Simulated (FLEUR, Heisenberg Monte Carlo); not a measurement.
# Exchange couplings of NiO with FLEUR, part 2 of 2

Aim: the exchange couplings of NiO from single passes in the potential of one collinear state.

FLEUR MaX-R8.1; LDA (VWN) with U = 6.9 eV, J = 0.9 eV on Ni d; all-electron FLAPW, Dirac cores, scalar-relativistic bands.

So far. Step 2 (The magnetic state): After 18 cycles the largest moment stands at 1.77 μB.

## Step 6: Another try

An input with a fault is tried, to see how the program answers.

The input, inp.xml:

```
<?xml version="1.0" encoding="UTF-8" standalone="no"?>
<fleurInput fleurInputVersion="0.39">
   <comment>
      NiO
   </comment>
   <calculationSetup>
      <cutoffs Kmax="4.32" Gmax="13.0" GmaxXC="13.0" numbands="0"/>
      <scfLoop itmax="60" minDistance="0.0001" maxIterBroyd="15" imix="Anderson" alpha="0.05" precondParam="0.0" spinf="2.0" sdNocoIR="T"/>
      <coreElectrons ctail="T" frcor="F" kcrel="0" coretail_lmax="0"/>
      <xcFunctional name="vwn" relativisticCorrections="F"/>
      <magnetism jspins="1" l_noco="T"/>
      <soc l_soc="F" theta="0.0" phi="0.0" spav="F"/>
      <expertModes spex="0" secvar="F"/>
      <geometryOptimization l_f="F" forcealpha="1.0" forcemix="BFGS" epsdisp="0.00001" epsforce="0.00001"/>
      <ldaU l_linMix="F" mixParam="0.05" spinf="1.0"/>
   </calculationSetup>
   <cell>
      <bzIntegration valenceElectrons="24.0" mode="hist" fermiSmearingEnergy="0.00110248">
         <kPointListSelection listName="default-1"/>
         <xi:include xmlns:xi="http://www.w3.org/2001/XInclude" href="kpts.xml"> </xi:include>
      </bzIntegration>
      <xi:include xmlns:xi="http://www.w3.org/2001/XInclude" href="sym.xml"> </xi:include>
      <bulkLattice scale="1.0">
         <bravaisMatrix>
            <row-1>    0.0000000000000000     3.9417828250996005     3.9417828250996005</row-1>
            <row-2>    3.9417828250996005     0.0000000000000000     3.9417828250996005</row-2>
            <row-3>    3.9417828250996005     3.9417828250996005     0.0000000000000000</row-3>
         </bravaisMatrix>
      </bulkLattice>
   </cell>
   <atomSpecies>
      <species name="Nickel (Ni2.000" element="Ni" atomicNumber="28">
         <mtSphere radius="2.46" gridPoints="813" logIncrement="0.015"/>
         <atomicCutoffs lmax="10" lnonsphr="8"/>
         <electronConfig flipSpins="F">
            <coreConfig>(1s1/2) (2s1/2) (2p1/2) (2p3/2)</coreConfig>
            <valenceConfig>(3s1/2) (3p1/2) (3p3/2) (4s1/2) (3d3/2) (3d5/2)</valenceConfig>
            <stateOccupation state="(3d3/2)" spinUp="2.0" spinDown="1.2"/>
            <stateOccupation state="(3d5/2)" spinUp="3.0" spinDown="1.8"/>
         </electronConfig>
         <energyParameters s="4" p="4" d="3" f="4"/>
         <ldaU l="2" U="6.9" J="0.9" l_amf="F"/>
         <lo type="SCLO" l="0" n="3" eDeriv="0"/>
         <lo type="SCLO" l="1" n="3" eDeriv="0"/>
      </species>
      <species name="Oxygen (O)" element="O" atomicNumber="8">
         <mtSphere radius="1.39" gridPoints="461" logIncrement="0.023"/>
         <atomicCutoffs lmax="6" lnonsphr="4"/>
         <electronConfig flipSpins="F">
            <coreConfig>(1s1/2)</coreConfig>
            <valenceConfig>(2s1/2) (2p1/2) (2p3/2)</valenceConfig>
            <stateOccupation state="(2p1/2)" spinUp="0.666667" spinDown="0.666667"/>
            <stateOccupation state="(2p3/2)" spinUp="1.333333" spinDown="1.333333"/>
         </electronConfig>
         <energyParameters s="2" p="2" d="3" f="4"/>
      </species>
   </atomSpecies>
   <atomGroups>
      <atomGroup species="Nickel (Ni2.000">
         <relPos label="                   1">.0000000000 .0000000000 .0000000000</relPos>
         <force calculate="T" relaxXYZ="TTT"/>
      </atomGroup>
      <atomGroup species="Oxygen (O)">
         <relPos label="                   2">1.000/2.000 1.000/2.000 1.000/2.000</relPos>
         <force calculate="T" relaxXYZ="TTT"/>
      </atomGroup>
   </atomGroups>
   <output dos="F" band="F" slice="F">
      <bandDOS minEnergy="-.5*Htr" maxEnergy="0.5*Htr" sigma="0.015" storeEVData="T"/>
      <plotting iplot="0" polar="F">
         <plot TwoD="T" vec1="  1.0  0.0  0.0" vec2="  0.0  1.0  0.0" vec3="  0.0  0.0  1.0" zero="  0.0  0.0  0.0" file="plot"/>
      </plotting>
      <moessbauerParams electricFieldGradient="F" isomerShift="F" coreHyperfine="F" valenceHyperfine="F"/>
   </output>
</fleurInput>
```

The input, crystal.txt:

```
NiO
&input film=F cartesian=F /
0.00000000000  2.08590164140  2.08590164140
2.08590164140  0.00000000000  2.08590164140
2.08590164140  2.08590164140  0.00000000000
1.8897261246
1.0 1.0 1.0

2
28 0.00000000000  0.00000000000  0.00000000000 : 2.000
8 0.50000000000  0.50000000000  0.50000000000

&kpt div1=8 div2=8 div3=8 gamma=T /
```

On the command line:

```sh
> OMP_NUM_THREADS=1 inpgen -f crystal.txt > inpgen.log  # inp.xml is then edited as shown
> OMP_NUM_THREADS=1 mpirun -n 2 fleur_MPI > fleur.log
```

The log of the run:

```text
Welcome to FLEUR        (www.flapw.de)
      MaX-Release 8.1          (www.max-centre.eu)
**************FLEUR-Error*****************
Error message: l_noco=T requires jspins=2
Error occurred in subroutine: fleurinput_postprocess
Error from PE:0/2
*****************************************

Memory (rank 0): 0.031 GB (peak 0.028 GB)
```

Run time: 2.7 s. Hardware: 2 MPI ranks of AMD EPYC 9R45, shared host; peak memory 0.22 GiB.

The program refused the input before any cycle.

The program's message: “l_noco=T requires jspins=2”

The fault in the input: non-collinear spins with one spin channel.

Non-collinear spins need jspins = 2.

## Step 7: Outcome

```
reference state, unstable against spirals       : ferromagnetic
largest sphere moment                           : 1.77 μB
J, nearest shell (E = −Σ J e·e, ordered pairs)  : 2.22 meV
largest J                                       : -8.37 meV at 4.17 Å
ordering temperature, mean field                : 344 K
heat-capacity peak in Monte Carlo, interpolated : 215 K
```

**Reading.** A rotation at q = (0, 0, 0.5) lowers the energy, so by its own couplings the state is not the lowest. The couplings rotate rigid moments in a frozen potential; induced moments turn with the spiral and are folded in. Far couplings hang on the mesh, in metals near ones too. Monte Carlo puts the peak at 0.63 of the mean-field temperature; besides fluctuations, rival orders and the fit of the order to the finite box enter that ratio. On cooling the model does not settle into the pattern of the DFT state; another pattern, or another domain of it, wins. Temperatures are for classical spins; for spin S a factor (S+1)/S is a common correction. The couplings were taken about a state that is not the lowest, which is fair only while the moments are rigid. That factor is rough and the peak comes from a small cell, so agreement with experiment is no sharp test. The state was typed, and no other order was converged beside it, so it need not be the ground state.

Computed beside measured:

```
                quantity  measured    Monte Carlo  Monte Carlo × (S+1)/S, S = 1
ordering temperature (K)       525  215 (-59.0 %)                 430 (-18.0 %)
```

Measured values from arxiv:2004.06613 (2020).

How well it matches: For the ordering temperature, of the levels listed nearest comes Monte Carlo × (S+1)/S, S = 1 (-18.0 %, fair agreement) and farthest Monte Carlo (-59.0 %, a clear miss). No cell relaxation is part of this session.

[Logs and program files are shortened in this print: banners, set-up blocks, solver, clock and traceback lines can be left out without a mark of their own.]

[Logs are printed without paths, hosts, clocks, repeated set-up lines and the standing remarks that a program may print on its own settings, such as how far it seeks lower states.]

[Hosts, paths, dates, database ids (printed as entryN), source tags and the programs' standing remarks are cut or masked in the printed files.]

[Where a cell is said to come from a database of computed structures, the database is the Materials Project.]
